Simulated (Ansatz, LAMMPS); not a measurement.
# Structural relaxation of Al77Cu23 (at. %) with crystalline order left by the classical run (87 atoms)

How does Al77Cu23 (at. %) with crystalline order left by the classical run (87 atoms) relax, and what do bonds and levels look like afterwards?

Calculated with Ansatz 0.2.0; Kohn-Sham DFT, RPBE, PAW (set soft_2), plane waves.

## (1) Starting point

The cell holds 87 atoms: 67 Al and 20 Cu. Cell: a = 11.156 Å, b = 11.156 Å, c = 11.156 Å, α = 90.0°, β = 90.0°, γ = 90.0°. 87 atoms (67 Al, 20 Cu) placed at random at 3.36 g/cm³, melted at 1800 K for 10 ps at fixed volume with the EAM Al-Cu potential (Cai and Ye, Phys. Rev. B 54, 8398 (1996)). Quenched from 1800 K to 300 K at 30 K/ps and zero pressure, held 5 ps.

Before any run, some limits are plain. The quench rate of 30 K/ps is orders of magnitude faster than experiment, which tends to freeze in extra defects. The starting topology of bonds comes from the classical model. The electron count is odd and the run has no spin polarisation.

## (2) The classical run that made the cell

A classical potential supplies the starting structure, since it reaches far longer times than DFT.

This step: classical MD, EAM Al-Cu potential (Cai and Ye, Phys. Rev. B 54, 8398 (1996)) (LAMMPS 22 Jul 2025 - Update 4).

in.lmp reads:

```
# melt-quench of Al67Cu20
units metal
atom_style atomic
boundary p p p
region box block 0 11.4970 0 11.4970 0 11.4970
create_box 2 box
mass 1 26.9815   # Al
mass 2 63.5460   # Cu
create_atoms 1 random 67 787295 NULL overlap 1.87 maxtry 2000
create_atoms 2 random 20 787302 NULL overlap 1.87 maxtry 2000
pair_style eam/alloy
pair_coeff * * AlCu.eam.alloy Al Cu
neigh_modify delay 0 every 1 check yes
thermo_style custom step time temp pe press density
thermo_modify norm yes
timestep 0.002
thermo 100
min_style cg
minimize 1e-4 1e-4 200 2000
reset_timestep 0
velocity all create 1800 787296 mom yes dist gaussian
fix lim all nve/limit 0.05
fix lan all langevin 1800 1800 0.2 787297 zero yes
thermo 500
run 1000 post no
unfix lim
unfix lan
thermo 833
fix md all nvt temp 1800 1800 0.2
run 5000 post no
unfix md
thermo 2500
fix md all npt temp 1800 300 0.2 iso 0 0 2
run 25000 post no
unfix md
thermo 1250
fix md all npt temp 300 300 0.2 iso 0 0 2
run 2500 post no
unfix md
write_dump all custom glass.dump id type xs ys zs modify sort id
```

Started as:

```sh
lmp -in in.lmp -log none -nocite
```

Numbers of over 12 decimals in the logs are rounded to 6 here.

Log:

```text
LAMMPS (22 Jul 2025 - Update 4)
Created orthogonal box = (0 0 0) to (11.497 11.497 11.497)
Created 67 atoms
Created 20 atoms
   Step          Time           Temp          PotEng         Press         Density
         0   0              0             -2.1958891      303845         3.3640684
        48   0.096          0             -3.378593      -51384.705      3.3640684
Loop time of 0.00988216 s on 1 MPI rank(s) for 48 steps with 87 atoms
Minimization stats:
  Stopping criterion = energy tolerance
  Energy initial, next-to-last, final =
     -2.19588906044584  -3.37828341816304  -3.37859304771089
  Force two-norm initial, final = 63.941502 0.44715928
  Iterations, force evaluations = 48 57
   Step          Time           Temp          PotEng         Press         Density
         0   0              1800          -3.378593      -37320.957      3.3640684
       500   1              1711.2754     -3.1692816      40757.514      3.3640684
      1000   2              1945.8631     -3.1926008      33785.636      3.3640684
Loop time of 0.14505 s on 1 MPI rank(s) for 1000 steps with 87 atoms
   Step          Time           Temp          PotEng         Press         Density
      1000   2              1945.8631     -3.1926008      33785.636      3.3640684
      1666   3.332          1507.4925     -3.1572108      44621.228      3.3640684
      2499   4.998          2101.3832     -3.1538411      51467.629      3.3640684
      3332   6.664          1681.7478     -3.1699629      36468.409      3.3640684
      4165   8.33           1733.7467     -3.1725038      40507.613      3.3640684
      4998   9.996          1827.9973     -3.1880178      38520.259      3.3640684
      5831   11.662         2010.3356     -3.1685531      43241.793      3.3640684
[... 1 line left out ...]
Loop time of 0.718405 s on 1 MPI rank(s) for 5000 steps with 87 atoms
   Step          Time           Temp          PotEng         Press         Density
[... 12 lines left out ...]
Loop time of 3.57021 s on 1 MPI rank(s) for 25000 steps with 87 atoms
   Step          Time           Temp          PotEng         Press         Density
     31000   62             277.22092     -3.4296003     -5733.4649      3.6962615
     31250   62.5           326.81437     -3.4246927     -3513.2324      3.6938514
     32500   65             312.54175     -3.4210327     -8963.7912      3.6684236
     33500   67             264.07921     -3.4239069     -8070.9676      3.6817262
Loop time of 0.349574 s on 1 MPI rank(s) for 2500 steps with 87 atoms
```

The job ended after 4.9 s (1 thread of Arm Neoverse V2, shared host; peak memory 0.068 GiB).

## (3) Relaxation

With the cell held, the atoms are moved downhill towards a nearby minimum.

input.yaml reads:

```yaml
crystal:
  lattice:
    - [11.15635, 0.0, 0.0]
    - [0.0, 11.15635, 0.0]
    - [0.0, 0.0, 11.15635]
  atoms:
    - { symbol: Al, position: [0.9346, 0.28336, 0.43122] }
    - { symbol: Al, position: [0.36603, 0.37501, 0.3261] }
    - { symbol: Al, position: [0.66495, 0.58592, 0.42133] }
    - { symbol: Al, position: [0.2941, 0.5392, 0.95577] }
    - { symbol: Al, position: [0.11902, 0.88853, 0.66823] }
    - { symbol: Al, position: [0.43082, 0.33453, 0.84952] }
    - { symbol: Al, position: [0.46296, 0.9183, 0.13452] }
    - { symbol: Al, position: [0.94799, 0.28585, 0.15095] }
    - { symbol: Al, position: [0.0508, 0.1075, 0.29492] }
    - { symbol: Al, position: [0.45714, 0.17882, 0.44692] }
    - { symbol: Al, position: [0.835, 0.23362, 0.68235] }
    - { symbol: Al, position: [0.83003, 0.4787, 0.02102] }
    - { symbol: Al, position: [0.05165, 0.5575, 0.90396] }
    - { symbol: Al, position: [0.50705, 0.69062, 0.58205] }
    - { symbol: Al, position: [0.37329, 0.84861, 0.70198] }
    - { symbol: Al, position: [0.46181, 0.06267, 0.78494] }
    - { symbol: Al, position: [0.98976, 0.57415, 0.16942] }
    - { symbol: Al, position: [0.30846, 0.03219, 0.55873] }
    - { symbol: Al, position: [0.32016, 0.89553, 0.94757] }
    - { symbol: Al, position: [0.01865, 0.08571, 0.53905] }
    - { symbol: Al, position: [0.66151, 0.30534, 0.10972] }
    - { symbol: Al, position: [0.40965, 0.85806, 0.43304] }
    - { symbol: Al, position: [0.6786, 0.69232, 0.08271] }
    - { symbol: Al, position: [0.29095, 0.79036, 0.24969] }
    - { symbol: Al, position: [0.08101, 0.58472, 0.65875] }
    - { symbol: Al, position: [0.48205, 0.18958, 0.19764] }
    - { symbol: Al, position: [0.07377, 0.31768, 0.62286] }
    - { symbol: Al, position: [0.7973, 0.66259, 0.60629] }
    - { symbol: Al, position: [0.16625, 0.89857, 0.42981] }
    - { symbol: Al, position: [0.69058, 0.07587, 0.77823] }
    - { symbol: Al, position: [0.81774, 0.45426, 0.27754] }
    - { symbol: Al, position: [0.4089, 0.60334, 0.37811] }
    - { symbol: Al, position: [0.42112, 0.68813, 0.08123] }
    - { symbol: Al, position: [0.77527, 0.15267, 0.25482] }
    - { symbol: Al, position: [0.58249, 0.25922, 0.65472] }
    - { symbol: Al, position: [0.61947, 0.50522, 0.70524] }
    - { symbol: Al, position: [0.33267, 0.1341, 0.98328] }
    - { symbol: Al, position: [0.32608, 0.27558, 0.64471] }
    - { symbol: Al, position: [0.3489, 0.53314, 0.71971] }
    - { symbol: Al, position: [0.40228, 0.37034, 0.0783] }
    - { symbol: Al, position: [0.67793, 0.84003, 0.48289] }
    - { symbol: Al, position: [0.88903, 0.46812, 0.72676] }
    - { symbol: Al, position: [0.04818, 0.82591, 0.24236] }
    - { symbol: Al, position: [0.97954, 0.75464, 0.51029] }
    - { symbol: Al, position: [0.74147, 0.65776, 0.84686] }
    - { symbol: Al, position: [0.49145, 0.69783, 0.85411] }
    - { symbol: Al, position: [0.84984, 0.92724, 0.64128] }
    - { symbol: Al, position: [0.70243, 0.92455, 0.12444] }
    - { symbol: Al, position: [0.17584, 0.33056, 0.83808] }
    - { symbol: Al, position: [0.68007, 0.30828, 0.8777] }
    - { symbol: Al, position: [0.20714, 0.22258, 0.44364] }
    - { symbol: Al, position: [0.06949, 0.90293, 0.9099] }
    - { symbol: Al, position: [0.55656, 0.51781, 0.203] }
    - { symbol: Al, position: [0.7362, 0.12927, 0.49144] }
    - { symbol: Al, position: [0.3244, 0.04815, 0.29488] }
    - { symbol: Al, position: [0.81226, 0.90203, 0.89391] }
    - { symbol: Al, position: [0.22936, 0.2304, 0.17233] }
    - { symbol: Al, position: [0.11271, 0.39635, 0.31523] }
    - { symbol: Al, position: [0.15698, 0.73329, 0.05565] }
    - { symbol: Al, position: [0.87062, 0.93952, 0.36995] }
    - { symbol: Al, position: [0.59632, 0.01215, 0.31438] }
    - { symbol: Al, position: [0.0873, 0.14792, 0.99375] }
    - { symbol: Al, position: [0.82719, 0.71425, 0.2861] }
    - { symbol: Al, position: [0.13534, 0.63126, 0.37568] }
    - { symbol: Al, position: [0.61207, 0.32938, 0.34857] }
    - { symbol: Al, position: [0.96929, 0.08001, 0.79415] }
    - { symbol: Al, position: [0.91294, 0.76367, 0.04217] }
    - { symbol: Cu, position: [0.2084, 0.08258, 0.76772] }
    - { symbol: Cu, position: [0.57093, 0.49876, 0.949] }
    - { symbol: Cu, position: [0.95428, 0.74829, 0.77212] }
    - { symbol: Cu, position: [0.6306, 0.83106, 0.71044] }
    - { symbol: Cu, position: [0.57047, 0.75733, 0.29134] }
    - { symbol: Cu, position: [0.92647, 0.30305, 0.90032] }
    - { symbol: Cu, position: [0.94553, 0.51523, 0.47843] }
    - { symbol: Cu, position: [0.49168, 0.43758, 0.5213] }
    - { symbol: Cu, position: [0.79653, 0.11422, 0.9799] }
    - { symbol: Cu, position: [0.94571, 0.99807, 0.10239] }
    - { symbol: Cu, position: [0.23948, 0.47117, 0.52012] }
    - { symbol: Cu, position: [0.55648, 0.00845, 0.58874] }
    - { symbol: Cu, position: [0.17851, 0.97311, 0.11556] }
    - { symbol: Cu, position: [0.56904, 0.10642, 0.98063] }
    - { symbol: Cu, position: [0.74056, 0.39864, 0.53804] }
    - { symbol: Cu, position: [0.11278, 0.40517, 0.0529] }
    - { symbol: Cu, position: [0.58107, 0.90102, 0.92072] }
    - { symbol: Cu, position: [0.25203, 0.70886, 0.56584] }
    - { symbol: Cu, position: [0.25716, 0.53664, 0.18319] }
    - { symbol: Cu, position: [0.23793, 0.71976, 0.82429] }
kpoints:
  mp_grid: { grid: [2, 2, 2] }
hamiltonian:
  xc: rpbe
scf:
  occupations: { method: fermi_dirac, width: 0.1 }
output:
  forces: true
relax:
  f_tol: 0.05
  max_steps: 42
```

Started as:

```sh
ansatz run input.yaml --threads 8 --pin off --max-ram 15872MiB --backend cpu --events-out ev --progress --plain --runs-dir out
```

Log:

```text
Engine: ansatz 0.2.0, aarch64-unknown-linux-gnu
Pseudopotentials: kind: paw
Pseudopotential: Al, paw, valence charge 3, recommended cutoff 420 eV (normal), Al.paw.azcp
Pseudopotential: Cu, paw, valence charge 19, recommended cutoff 420 eV (normal), Cu.paw.azcp
[... 5 lines on functional and potentials left out ...]
Crystal: 87 atoms, lattice volume = 1388.566 Å³
Basis set: ecut = 420 eV, 27201 PW (Γ), exchange–correlation on 150×150×150 points (8 copies of the dense FFT grid, shifted against one another)
Bands: 378, of which v1, the nominal top of the filled ones, is band 291 counted from 1 (290 counted from 0)
Symmetry: 1 space group operations
Space group: P1 (ITA 1), of the structure as read, at distance tolerance 1.1e-4 Å
k-points: 8
[... 7 lines on functional and potentials left out ...]
Initial density: superposition of atomic densities (neutral atoms: chi_scale 0, normalization atom), corrected by the library's trained network
Initial wavefunctions: pseudopotential atomic-orbital guess
Functional: x = rpbe, c = pbe(β = 0.066725)
SCF iter   1: F=—  HF=-168811.859582 eV  |F-HF|=—  |Δ(HF+E_count)|=         —  Δρ=6.62e-3  dr2=4.93e-1  ethr=1.77e-3  ⟨swp⟩=6.2  Hψ=12580  notcnv=0  defer=143
preconditioner: auto → Kerker (q_TF=auto, 2.360 Å⁻¹)  [metal: Δε(μ)=0.040 eV  Ē_g=6.398 eV  σ=0.100 eV  W_gap=0.10  n_scr=304 (ndim 8)  ℏωp=20.4 eV  f_vac=0.000  D(μ)=33.30/eV (n_scr^D=202)]
SCF iter   2: F=—  HF=-168811.822711 eV  |F-HF|=—  |Δ(HF+E_count)|=   3.69e-2  Δρ=1.76e-3  dr2=6.89e-2  ethr=8.48e-5  ⟨swp⟩=2.0  Hψ=4234  notcnv=0  defer=179
SCF iter   3: F=—  HF=-168811.810873 eV  |F-HF|=—  |Δ(HF+E_count)|=   1.18e-2  Δρ=1.24e-3  dr2=3.64e-2  ethr=1.19e-5  ⟨swp⟩=2.0  Hψ=3563  notcnv=0  defer=179
SCF iter   4: F=—  HF=-168811.803543 eV  |F-HF|=—  |Δ(HF+E_count)|=   7.33e-3  Δρ=1.91e-4  dr2=8.11e-4  ethr=6.27e-6  ⟨swp⟩=2.6  Hψ=4154  notcnv=0  defer=179
SCF iter   5: F=—  HF=-168811.803338 eV  |F-HF|=—  |Δ(HF+E_count)|=   2.04e-4  Δρ=1.39e-4  dr2=2.02e-4  ethr=1.40e-7  ⟨swp⟩=2.2  Hψ=4518  notcnv=0  defer=179
SCF iter   6: F=-168811.803241 eV  HF=-168811.803307 eV  |F-HF|=6.61e-5  |Δ(HF+E_count)|=   3.12e-5  Δρ=7.29e-5  dr2=4.83e-5  ethr=1.08e-8  ⟨swp⟩=2.0  Hψ=8176  notcnv=0
SCF 1 converged in 6 iterations: F = -168811.803241 eV  dr2 = 4.83e-5
  greatest PAW one-centre occupation: 1.000 electrons in one spin orbital (limit 2), on the Cu atom at site 67 (counted from 0), in its partial waves of l = 0
relax step   1: F+E_penalty+E_count = -168811.80324115 eV  Δ(F+E_penalty+E_count) = +0.000e0 eV  max|allowed force component| = 1.192e0 eV/Å  Δτ_max = 0.0000 Å  (6 SCF iters, dr2 threshold 6.25e-5 eV, accepted)
[...]
relax step   2: F+E_penalty+E_count = -168814.78536347 eV  Δ(F+E_penalty+E_count) = -2.982e0 eV  max|allowed force component| = 5.509e-1 eV/Å  Δτ_max = 0.1948 Å  (7 SCF iters, dr2 threshold 8.88e-5 eV, accepted)
[...]
relax step   3: F+E_penalty+E_count = -168815.92150452 eV  Δ(F+E_penalty+E_count) = -1.136e0 eV  max|allowed force component| = 2.283e-1 eV/Å  Δτ_max = 0.1951 Å  (7 SCF iters, dr2 threshold 1.90e-5 eV, accepted)
relax step   4: F+E_penalty+E_count = -168816.37465758 eV  Δ(F+E_penalty+E_count) = -4.532e-1 eV  max|allowed force component| = 1.433e-1 eV/Å  Δτ_max = 0.2000 Å  (8 SCF iters, dr2 threshold 8.95e-6 eV, accepted)
relax step   5: F+E_penalty+E_count = -168816.58861622 eV  Δ(F+E_penalty+E_count) = -2.140e-1 eV  max|allowed force component| = 9.833e-2 eV/Å  Δτ_max = 0.1969 Å  (8 SCF iters, dr2 threshold 3.53e-6 eV, accepted)
relax step   6: F+E_penalty+E_count = -168816.68356762 eV  Δ(F+E_penalty+E_count) = -9.495e-2 eV  max|allowed force component| = 8.683e-2 eV/Å  Δτ_max = 0.2000 Å  (8 SCF iters, dr2 threshold 3.81e-6 eV, accepted)
relax step   7: F+E_penalty+E_count = -168816.77259856 eV  Δ(F+E_penalty+E_count) = -8.903e-2 eV  max|allowed force component| = 9.342e-2 eV/Å  Δτ_max = 0.1984 Å  (8 SCF iters, dr2 threshold 3.55e-6 eV, accepted)
relax step   8: F+E_penalty+E_count = -168816.86156553 eV  Δ(F+E_penalty+E_count) = -8.897e-2 eV  max|allowed force component| = 8.858e-2 eV/Å  Δτ_max = 0.1910 Å  (8 SCF iters, dr2 threshold 6.81e-6 eV, accepted)
relax step   9: F+E_penalty+E_count = -168816.91813989 eV  Δ(F+E_penalty+E_count) = -5.657e-2 eV  max|allowed force component| = 7.026e-2 eV/Å  Δτ_max = 0.1928 Å  (8 SCF iters, dr2 threshold 7.06e-6 eV, accepted)
relax step  10: F+E_penalty+E_count = -168816.99536401 eV  Δ(F+E_penalty+E_count) = -7.722e-2 eV  max|allowed force component| = 5.146e-2 eV/Å  Δτ_max = 0.1746 Å  (8 SCF iters, dr2 threshold 3.11e-6 eV, accepted)
relax step  11: F+E_penalty+E_count = -168816.98799279 eV  Δ(F+E_penalty+E_count) = +7.371e-3 eV  max|allowed force component| = 1.488e-1 eV/Å  Δτ_max = 0.1980 Å  (11 SCF iters, rejected (line search))
relax step  12: F+E_penalty+E_count = -168817.02759960 eV  Δ(F+E_penalty+E_count) = -3.224e-2 eV  max|allowed force component| = 1.919e-2 eV/Å  Δτ_max = 0.0990 Å  (9 SCF iters, accepted)
[...]
relax step  13: F+E_penalty+E_count = -168817.03800142 eV  Δ(F+E_penalty+E_count) = -1.040e-2 eV  max|allowed force component| = 4.083e-2 eV/Å  Δτ_max = 0.0974 Å  (9 SCF iters, accepted)
SCF converged after 9 iterations
Free energy (F): -168817.038001 eV
Harris-Foulkes:  -168817.038001 eV  (|F-HF|=5.07e-8)
Internal energy: -168815.992458 eV  (E = F + TS)
E sigma→0 (E₀):  -168816.515229 eV
Entropy (-TS):   -1.045544 eV (-12.018 meV/atom)
Fermi energy:    9.269834 eV
--- Per-component energies (eV) ---
  E_band       = -9351.027786
  E_kinetic    = 7489.301888
  E_local      = -136756.593730  (includes V_loc(G=0)·N_el)
  E_nonlocal   = 8414.947711
  E_hartree    = 62464.442777
  E_xc         = -4451.546551
  E_vxc        = -4228.332069  (∫ρ·V_xc dr)
  E_paw        = -64827.363634  (= ΣΔE_a)
  E_vpaw       = -9199.213656  (= ΣTr[D̂ρ^β])
  E_aug_tail   = 0.005881  (compensation charges beyond the density's cutoff)
  E_ewald      = -41147.185068
  E_core_change = -2.001733  (= ΣΔE_core)
  E_smearing   = -1.045544  (= −TS)
  E_closure    = 0.000000  (closes the sum)
  Σ components = -168817.038001   (vs F -168817.038001, Δ=0.00e0)
--- Forces (eV/Å), atoms counted from 1 ---
  atom   1  Al    -0.00977026    -0.01268315    -0.00816230
  atom   2  Al    -0.00053171     0.01545489     0.01615364
  atom   3  Al    -0.00567041    -0.01501743    -0.00550374
  atom   4  Al     0.01904788     0.02295791     0.00871020
  atom   5  Al    -0.00217775    -0.00125362     0.01785862
  atom   6  Al     0.00164378    -0.00307374    -0.00324083
  atom   7  Al     0.00434754    -0.00963599    -0.00418005
  atom   8  Al    -0.00250192     0.01505180     0.03152059
  atom   9  Al     0.00342274    -0.00972528     0.00966790
  atom  10  Al    -0.00159716    -0.01686764     0.01344234
  atom  11  Al    -0.00321329    -0.00599338     0.00016196
  atom  12  Al     0.00518977     0.00093914    -0.00552315
  atom  13  Al     0.01927947     0.00796023    -0.00488348
  atom  14  Al    -0.01141969    -0.01125140     0.00135157
[...]
atom  86  Cu     0.01900568    -0.00097857     0.01560956
  atom  87  Cu    -0.00986327    -0.01440270     0.02589688
  max |Σ_I F_I| component: 5.38e-5 eV/Å
--- Relaxed structure (13 steps of the walk, 12 accepted, 0 SCFs on fresh bases) ---
  F+E_penalty+E_count = -168817.03800142 eV   max|allowed force component| = 4.083e-2 eV/Å
  atoms:
    - { symbol: Al, position: [0.914744, 0.273469, 0.408436] }
    - { symbol: Al, position: [0.383121, 0.377372, 0.325073] }
    - { symbol: Al, position: [0.645266, 0.597593, 0.409412] }
    - { symbol: Al, position: [0.254258, 0.500556, 0.928063] }
[...]
- { symbol: Cu, position: [0.299293, 0.696104, 0.823727] }
```

Wall time 10 min (8 threads of Arm Neoverse V2, shared host); peak memory 12 GiB.

The program notes that it cut back its work space to fit the memory limit.

Relaxation path:

```
step  energy less that of the first step (eV)  largest force component (eV/Å)
   1                                   0.0000                          1.1919
   2                                  -2.9821                          0.5509
   3                                  -4.1183                          0.2283
   4                                  -4.5714                          0.1433
   5                                  -4.7854                          0.0983
   6                                  -4.8803                          0.0868
   7                                  -4.9694                          0.0934
   8                                  -5.0583                          0.0886
   9                                  -5.1149                          0.0703
  10                                  -5.1921                          0.0515
  11                                  -5.1848                          0.1488
  12                                  -5.2244                          0.0192
  13                                  -5.2348                          0.0408
```

Relaxation step 11 was tried and not accepted.

The atoms that moved most (Å):

```
atom      dx      dy      dz  length
Al48  -0.323   0.767  -0.448   0.945
Al31   0.379   0.611   0.493   0.871
Al12  -0.254   0.446   0.543   0.747
Al23  -0.300   0.605  -0.302   0.740
Cu87   0.685  -0.264  -0.006   0.734
 Al5   0.445  -0.376   0.382   0.696
 Al4  -0.444  -0.431  -0.309   0.692
Al63  -0.499   0.405  -0.215   0.678
```

The relaxation changed the energy by -60.2 meV/atom, and atoms moved by 0.44 Å r.m.s., 0.94 Å at most.

## (4) Structure statistics after relaxation

Density 3.68 g/cm³, 15.96 Å³ an atom.

Pair distribution functions g(r), in bins of 0.2 Å:

```
r (Å)  total  Al-Al  Al-Cu  Cu-Cu
 2.50   0.84   0.00   2.19   1.28
 2.70   4.34   3.29   6.40   2.29
 2.90   3.10   4.30   1.26   1.95
 3.10   0.74   0.96   0.49   0.00
 3.30   0.33   0.36   0.34   0.00
 3.50   0.26   0.28   0.27   0.00
 3.70   0.41   0.46   0.32   0.40
 3.90   0.77   0.63   0.91   1.47
 4.10   0.55   0.60   0.47   0.50
 4.30   0.63   0.63   0.56   1.18
 4.50   1.06   0.86   1.29   1.79
 4.70   1.62   1.60   1.58   2.24
 4.90   1.50   1.58   1.41   1.15
 5.10   1.16   1.24   1.05   1.05
 5.30   1.20   1.17   1.23   1.19
 5.50   1.18   1.24   1.11   0.93
```

Neighbours by pair of elements; one cutoff, the widest of the pairs' first minima of g(r), serves all pairs of this metal:

```
pair A-B  cutoff (Å)  bonds  mean length (Å)  spread (Å)  shortest (Å)  B about A  A about B
   Al-Al        3.52    305             2.89       0.177          2.61       9.10       9.10
   Al-Cu        3.52    196             2.75         0.2          2.51       2.92        9.8
   Cu-Cu        3.52     15             2.75       0.151          2.51        1.5        1.5
```

How many atoms have how many bonded neighbours:

```
element  mean  10  11  12  13
     Al  12.0   1  14  34  18
     Cu  11.3   1  12   7   0
```

Bond length by coordination (bonds to H left out):

```
element  coordination  atoms  mean bond length (Å)
     Al            10      1                  2.78
     Al            11     14                   2.8
     Al            12     34                  2.85
     Al            13     18                  2.92
     Cu            10      1                  2.66
     Cu            11     12                  2.74
     Cu            12      7                  2.78
```

First main peaks of g(r), for some of the pairs, lie near 2.8 Å (Al-Al), 2.7 Å (Al-Cu) and 2.6 Å (Cu-Cu). By these cutoffs 51 % of Al atoms have 12 and 60 % of Cu atoms have 11 bonded neighbours.

[end of part 1 of 2]

[Logs are printed without paths, hosts, clocks, repeated set-up lines and the standing remarks that a program may print on its own settings, such as how far it seeks lower states.]

[Hosts, paths, dates, database ids (printed as entryN), source tags and the programs' standing remarks are cut or masked in the printed files.]
